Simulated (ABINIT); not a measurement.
# A GW chain in ABINIT: BaTiO3 (P4mm), part 3 of 3

Aim: the G0W0 gap of BaTiO3 (P4mm) on LDA, step by step.

ABINIT 10.8.3; LDA and many-body steps on it, plane waves. Known limits of the many-body steps: not at the basis limit; no spin-orbit coupling; coarse k mesh.

So far. Step 3 (Bands along the symmetry lines): The gap is 1.765 eV, as in the run before at this level. Step 4 (Empty states on the mesh, 2×2×2 mesh, 132 bands): On this mesh the gap is 1.765 eV.

## Step 5: Screening, 2×2×2 mesh, 120 bands, screening to 106.1 eV

The RPA dielectric matrix is built and inverted for each q.

This step: RPA screening on LDA, plane waves, norm-conserving pseudopotentials.

Contents of run.abi:

```
acell 3*1.0 Angstrom
rprim 
  3.990480000000 0.000000000000 0.000000000000
  0.000000000000 3.990480000000 0.000000000000
  0.000000000000 0.000000000000 4.023030000000
ntypat 3
znucl 56 22 8
natom 5
typat 1 2 3 3 3
xred 
  0.000000000000 0.000000000000 0.000000000000
  0.500000000000 0.500000000000 0.522000000000
  0.500000000000 0.500000000000 0.979000000000
  0.500000000000 0.000000000000 0.488000000000
  0.000000000000 0.500000000000 0.488000000000
pp_dirpath "pseudos"
pseudos "Ba.upf, Ti.upf, O.upf"
ecut 38
ngkpt 2 2 2
nshiftk 1
shiftk 0 0 0
kptopt 1
chksymbreak 0
istwfk *1
occopt 1
irdwfk 1
optdriver 3
nband 120
ecuteps 3.9
inclvkb 2
awtr 1
symchi 1
indata_prefix "in"
outdata_prefix "out"
tmpdata_prefix "tmp"
```

Command:

```bash
> OMP_NUM_THREADS=1 mpirun -n 4 abinit run.abi > log
```

Numbers of over 12 decimals in the logs are rounded to 6 here.

The log of the run:

```text
.Version 10.8.3 of ABINIT. v10.8.2 released Aug 2026.

 Symmetries : space group P4 m m (# 99); Bravais tP (primitive tetrag.)
[... echo of the input left out ...]
== DATASET  1 ==================================================================
-   mpi_nproc: 4, omp_nthreads: 1 (-1 if OMP is not activated)

--- !DatasetInfo
iteration_state: {dtset: 1, }
dimensions: {natom: 5, nkpt: 6, mband: 120, nsppol: 1, nspinor: 1, nspden: 1, mpw: 4868, }
cutoff_energies: {ecut:  38.0, pawecutdg:  -1.0, }
electrons: {nelect:   4.00000000E+01, charge:   0.00000000E+00, occopt:   1.00000000E+00, tsmear:   1.00000000E-02, }

 SCREENING: Calculation of the susceptibility and dielectric matrices

 Based on a program developped by R.W. Godby, V. Olevano, G. Onida, and L. Reining.
 Incorporated in ABINIT by V. Olevano, G.-M. Rignanese, and M. Torrent.
.Using double precision arithmetic ; gwpc =  8

[... cell and pseudopotentials left out ...]
--------------------------------------------------------------------------------

 ==== K-mesh for the wavefunctions ====
 Number of points in the irreducible wedge :     6
[... list of points left out ...]
 Together with  8 symmetry operations and time-reversal symmetry
 yields     8 points in the full Brillouin Zone.

 ==== Q-mesh for the screening function ====
 Number of points in the irreducible wedge :     6
[... list of points left out ...]
 Together with  8 symmetry operations and time-reversal symmetry
 yields     8 points in the full Brillouin Zone.

 setmesh: FFT mesh size selected  =    27x   27x   27
          total number of points  =        19683

 vcoul_init : cutoff-mode = AUXILIARY_FUNCTION
 q-points for optical limit:   1
     1)      0.000010    0.000020    0.000030

- screening: taking advantage of time-reversal symmetry
- Maximum band index for partially occupied states nbvw = 20
- Remaining bands to be divided among processors   nbcw = 100
- Number of bands treated by each node ~25

 Number of electrons calculated from density =   40.0000; Expected =   40.0000
 average of density, n =  0.092525
 r_s =    1.3716
 omega_plasma =   29.3417 [eV]

 calculating chi0 at frequencies [eV] :
  1    0.000000E+00    0.000000E+00
  2    0.000000E+00    2.934172E+01

--------------------------------------------------------------------------------
  q-point number  1        q = ( 0.000000, 0.000000, 0.000000) [r.l.u.]
--------------------------------------------------------------------------------
[... chi0 elements left out ...]
 For q-point:  0.000010 0.000020 0.000030
  dielectric constant =   7.8701
  dielectric constant without local fields =   8.7965

  Average fulfillment of the sum rule on Im[epsilon] for q-point    1 :     65.19  [%]
[... wings left out ...]
  q-point number  2        q = ( 0.500000, 0.000000, 0.000000) [r.l.u.]
--------------------------------------------------------------------------------
[... chi0 elements left out ...]
  Average fulfillment of the sum rule on Im[epsilon] for q-point    2 :     72.09  [%]

 [... 4 further q-points ...]
```

The job ended after 16 s (4 MPI ranks of Arm Neoverse V2, shared host; peak memory 0.78 GiB; 65 s of CPU time).

Numbers from this step:

```yaml
eps_infinity_with_local_fields_on_this_mesh_along_the_program_s_q_direction: 7.870
the_same_without_local_fields: 8.796
plasma_frequency: 29.34 eV
plane_waves_in_the_screening_matrix: 171
```

Local fields lower ε∞ by 11 %. On a Γ-centred mesh this coarse the value itself is usually too large, while a short band sum pulls it down.

## Step 6: Self-energy, 2×2×2 mesh, 120 bands, screening to 106.1 eV

The self-energy is evaluated for the states that the input lists, and the levels follow from it, in one-shot runs by the linearised quasiparticle equation.

This step: G0W0 on LDA, plane waves, norm-conserving pseudopotentials.

Changes to run.abi since step 5:

```diff
@@ -26,8 +26,25 @@
 irdwfk 1
-optdriver 3
+optdriver 4
 nband 120
+gwcalctyp 0
+ecutsigx 38
+symsigma 1
+nkptgw 6
+kptgw 
+  0.0000000000 0.0000000000 0.0000000000
+  0.5000000000 0.0000000000 0.0000000000
+  0.5000000000 0.5000000000 0.0000000000
+  0.0000000000 0.0000000000 0.5000000000
+  0.5000000000 0.0000000000 0.5000000000
+  0.5000000000 0.5000000000 0.5000000000
+bdgw 
+  12 24
+  12 24
+  12 24
+  12 24
+  12 24
+  12 24
 ecuteps 3.9
-inclvkb 2
-awtr 1
-symchi 1
+irdscr 1
+ppmodel 1
 indata_prefix "in"
```

The log of the run:

```text
.Version 10.8.3 of ABINIT. v10.8.2 released Aug 2026.

 Symmetries : space group P4 m m (# 99); Bravais tP (primitive tetrag.)
[... echo of the input left out ...]
== DATASET  1 ==================================================================
-   mpi_nproc: 4, omp_nthreads: 1 (-1 if OMP is not activated)

--- !DatasetInfo
iteration_state: {dtset: 1, }
dimensions: {natom: 5, nkpt: 6, mband: 120, nsppol: 1, nspinor: 1, nspden: 1, mpw: 4868, }
cutoff_energies: {ecut:  38.0, pawecutdg:  -1.0, }
electrons: {nelect:   4.00000000E+01, charge:   0.00000000E+00, occopt:   1.00000000E+00, tsmear:   1.00000000E-02, }

 SIGMA: Calculation of the GW corrections

 Based on a program developped by R.W. Godby, V. Olevano, G. Onida, and L. Reining.
 Incorporated in ABINIT by V. Olevano, G.-M. Rignanese, and M. Torrent.
.Using double precision arithmetic ; gwpc =  8

[... cell and pseudopotentials left out ...]
--------------------------------------------------------------------------------

 ==== K-mesh for the wavefunctions ====
 Number of points in the irreducible wedge :     6
[... list of points left out ...]
 Together with  8 symmetry operations and time-reversal symmetry
 yields     8 points in the full Brillouin Zone.

 ==== Q-mesh for screening function ====
 Number of points in the irreducible wedge :     6
[... list of points left out ...]
 Together with  8 symmetry operations and time-reversal symmetry
 yields     8 points in the full Brillouin Zone.

 vcoul_init : cutoff-mode = AUXILIARY_FUNCTION
 q-points for optical limit:   1
     1)      0.000010    0.000020    0.000030
 setmesh: FFT mesh size selected  =    45x   45x   45
          total number of points  =        91125

 Number of electrons calculated from density =   40.0000; Expected =   40.0000
 average of density, n =  0.092525
 r_s =    1.3716
 omega_plasma =   29.3417 [eV]

 === KS Band Gaps ===
  >>>> For spin  1
   Minimum direct gap =   2.1381 [eV], located at k-point      :   0.0000  0.0000  0.0000
   Fundamental gap    =   1.7651 [eV], Top of valence bands at :   0.5000  0.5000  0.5000
                                       Bottom of conduction at :   0.0000  0.0000  0.0000
 SIGMA fundamental parameters:
 PLASMON POLE MODEL  1
 number of plane-waves for SigmaX                 4865
 number of plane-waves for SigmaC and W            171
 number of plane-waves for wavefunctions          4865
 number of bands                                   120
 number of independent spin polarizations            1
 number of spinorial components                      1
 number of k-points in IBZ                           6
 number of q-points in IBZ                           6
 number of symmetry operations                       8
 number of k-points in BZ                            8
 number of q-points in BZ                            8
 number of frequencies for dSigma/dE                 9
 frequency step for dSigma/dE [eV]                0.25
 number of omega for Sigma on real axis              0
 max omega for Sigma on real axis  [eV]           0.00
 zcut for avoiding poles [eV]                     0.10

 EPSILON^-1 parameters (SCR file):
 dimension of the eps^-1 matrix on file            171
 dimension of the eps^-1 matrix used               171
 number of plane-waves for wavefunctions          4865
 number of bands                                   120
 number of q-points in IBZ                           6
 number of frequencies                               2
 number of real frequencies                          1
 number of imag frequencies                          1

 matrix elements of self-energy operator (all in [eV])

 Perturbative Calculation

--- !SelfEnergy_ee
iteration_state: {dtset: 1, }
kpoint     : [   0.000,    0.000,    0.000, ]
spin       : 1
KS_gap     :    2.138
QP_gap     :    3.838
Delta_QP_KS:    1.700
data: !SigmaeeData |
     Band     E0 <VxcDFT>   SigX SigC(E0)      Z dSigC/dE  Sig(E)    E-E0       E
       12   3.983 -18.689 -24.064   5.057   0.776  -0.288 -18.936  -0.247   3.736
       13   4.004 -18.519 -23.812   5.010   0.767  -0.304 -18.736  -0.217   3.787
       14   4.004 -18.519 -23.812   5.010   0.767  -0.304 -18.736  -0.217   3.787
       15   4.936 -18.657 -23.579   4.873   0.767  -0.303 -18.695  -0.037   4.899
       16   4.936 -18.657 -23.579   4.873   0.767  -0.303 -18.695  -0.037   4.899
       17   5.162 -18.613 -23.739   5.091   0.751  -0.332 -18.639  -0.026   5.136
       18   5.924 -20.010 -24.787   4.844   0.770  -0.298 -19.958   0.052   5.976
       19   5.989 -19.810 -24.479   4.749   0.771  -0.297 -19.748   0.062   6.051
       20   5.989 -19.810 -24.479   4.749   0.771  -0.297 -19.748   0.062   6.051
       21   8.127 -18.690 -10.860  -5.587   0.785  -0.273 -16.928   1.762   9.888
[...]
--- !SelfEnergy_ee
iteration_state: {dtset: 1, }
kpoint     : [   0.500,    0.000,    0.000, ]
spin       : 1
KS_gap     :    3.238
QP_gap     :    5.043
Delta_QP_KS:    1.806
data: !SigmaeeData |
     Band     E0 <VxcDFT>   SigX SigC(E0)      Z dSigC/dE  Sig(E)    E-E0       E
[...]
--- !SelfEnergy_ee
iteration_state: {dtset: 1, }
kpoint     : [   0.500,    0.500,    0.000, ]
spin       : 1
KS_gap     :    3.712
QP_gap     :    5.475
Delta_QP_KS:    1.763
data: !SigmaeeData |
     Band     E0 <VxcDFT>   SigX SigC(E0)      Z dSigC/dE  Sig(E)    E-E0       E
[...]
--- !SelfEnergy_ee
iteration_state: {dtset: 1, }
kpoint     : [   0.000,    0.000,    0.500, ]
spin       : 1
KS_gap     :    2.638
QP_gap     :    4.453
Delta_QP_KS:    1.815
data: !SigmaeeData |
     Band     E0 <VxcDFT>   SigX SigC(E0)      Z dSigC/dE  Sig(E)    E-E0       E
[...]
--- !SelfEnergy_ee
iteration_state: {dtset: 1, }
kpoint     : [   0.500,    0.000,    0.500, ]
spin       : 1
KS_gap     :    3.824
QP_gap     :    5.572
Delta_QP_KS:    1.748
data: !SigmaeeData |
     Band     E0 <VxcDFT>   SigX SigC(E0)      Z dSigC/dE  Sig(E)    E-E0       E
[...]
--- !SelfEnergy_ee
iteration_state: {dtset: 1, }
kpoint     : [   0.500,    0.500,    0.500, ]
spin       : 1
KS_gap     :    4.231
QP_gap     :    5.930
Delta_QP_KS:    1.699
data: !SigmaeeData |
     Band     E0 <VxcDFT>   SigX SigC(E0)      Z dSigC/dE  Sig(E)    E-E0       E
[...]
20   6.362 -19.799 -24.751   5.076   0.766  -0.306 -19.704   0.096   6.457
       21  10.593 -21.588 -13.000  -6.058   0.709  -0.410 -19.793   1.794  12.387
       22  10.608 -21.603 -13.207  -5.882   0.744  -0.344 -19.732   1.871  12.479
       23  10.608 -21.603 -13.207  -5.882   0.744  -0.344 -19.732   1.871  12.479
       24  12.778 -13.701  -7.896  -4.419   0.821  -0.218 -12.564   1.137  13.915

 New Fermi energy :        3.003448E-01 Ha ,    8.172798E+00 eV

 === QP Band Gaps ===
  >>>> For spin  1
   Minimum direct gap =   3.8377 [eV], located at k-point      :   0.0000  0.0000  0.0000
   Fundamental gap    =   3.4313 [eV], Top of valence bands at :   0.5000  0.5000  0.5000
                                       Bottom of conduction at :   0.0000  0.0000  0.0000

== END DATASET(S) ==============================================================
================================================================================

 -outvars: echo values of variables after computation  --------
           etotal      0.0000000000E+00
            nband         120
             nkpt           6
          spgroup          99
 [... the other variables as echoed above ...]

 Calculation completed.
```

Elapsed: 25 s, on 4 MPI ranks; peak memory 0.78 GiB; 1.7 min of CPU time.

Numbers from this step:

| Property | Result |
| --- | --- |
| G0W0 gap on the mesh | 3.431 eV |
| starting gap on the mesh | 1.765 eV |
| k of the valence top | 0.5, 0.5, 0.5 |
| k of the conduction bottom | 0, 0, 0 |
| Z at the valence top | 0.766 |
| Z at the conduction bottom | 0.785 |
| least direct G0W0 gap on the computed points | 3.837 eV |

The gap on the mesh goes from 1.77 eV to 3.43 eV, a correction of +1.67 eV.

Limits: finite bands, cutoff and mesh; no spin-orbit coupling; coarse k mesh. v1 is the top filled band, c1 the lowest empty one. The levels before and after the correction (eV, zero at the valence-band top of each column):

```tsv
	conduction bottom	valence top
Kohn-Sham	1.77	0.00
G0W0	3.43	0.00
```

```tsv
	level	energy (eV)
Kohn-Sham	Γ v3	-0.437
Kohn-Sham	Γ v2-v1	-0.373
Kohn-Sham	Γ c1	1.765
Kohn-Sham	Γ c2-c3	2.144
Kohn-Sham	(0.5 0.5 0.5) v3-v2	-0.174
Kohn-Sham	(0.5 0.5 0.5) v1	0.000
Kohn-Sham	(0.5 0.5 0.5) c1	4.232
Kohn-Sham	(0.5 0.5 0.5) c2-c3	4.246
G0W0	Γ v3	-0.481
G0W0	Γ v2-v1	-0.406
G0W0	Γ c1	3.431
G0W0	Γ c2-c3	3.782
G0W0	(0.5 0.5 0.5) v3-v2	-0.189
G0W0	(0.5 0.5 0.5) v1	0.000
G0W0	(0.5 0.5 0.5) c1	5.930
G0W0	(0.5 0.5 0.5) c2-c3	6.022
```

## Step 7: Where the time went

Times are wall times on 4 MPI ranks of Arm Neoverse V2, shared host, good to a factor of about two.

```tsv
step	time	share	memory (GiB)
ground state	63 s	33 %	0.39
bands along the symmetry lines	47 s	25 %	0.44
empty states on the mesh	38 s	20 %	0.34
screening	16 s	9 %	0.78
self-energy	25 s	13 %	0.78
```

## Step 8: Summary of results

```json
{"LDA gap": "1.77 eV, indirect", "G0W0 gap on the mesh": "3.43 eV", "GW settings": "2×2×2 mesh, 120 bands, screening to 106.1 eV, Godby-Needs plasmon pole", "known limits": "not at the basis limit; no spin-orbit coupling; coarse k mesh"}
```

What this shows: G0W0 moves the gap on the mesh from 1.77 eV to 3.43 eV (+1.67 eV), with Z of 0.77 and 0.79 at the edges. Local fields lower the RPA ε∞ on this mesh from 8.80 to 7.87; a Γ-centred mesh this coarse tends to raise both, most where the direct gap is narrow, while a short band sum lowers them. Bands and cutoff are finite, so the gap is not at the basis limit. The miss can reach some tenths of an eV and take either sign; the mesh is an error of its own. The 2×2×2 mesh is coarse for this cell, which bears on the long-range parts of exchange and screening. The many-body steps are scalar-relativistic: spin-orbit coupling is not in them.

[Paths, hosts, dates, memory and timing lines, banners, echoed tables and standing remarks are left out of the program output.]

[Logs are printed without paths, hosts, clocks, repeated set-up lines and the standing remarks that a program may print on its own settings, such as how far it seeks lower states.]

[Runs of the session that timed out or met a known fault of the program may be left out.]

[Hosts, paths, dates, database ids (printed as entryN), source tags and the programs' standing remarks are cut or masked in the printed files.]

[G0W0 gaps are taken among the corrected bands and points alone; a level outside them can change the order at an edge.]

[Where Ansatz stands beside ABINIT at settings called matched, ABINIT's density can come from a denser mesh and the files from another edition; pairs whose starting gaps differed by over 0.03 eV were left out, so agreement reads better than it is.]
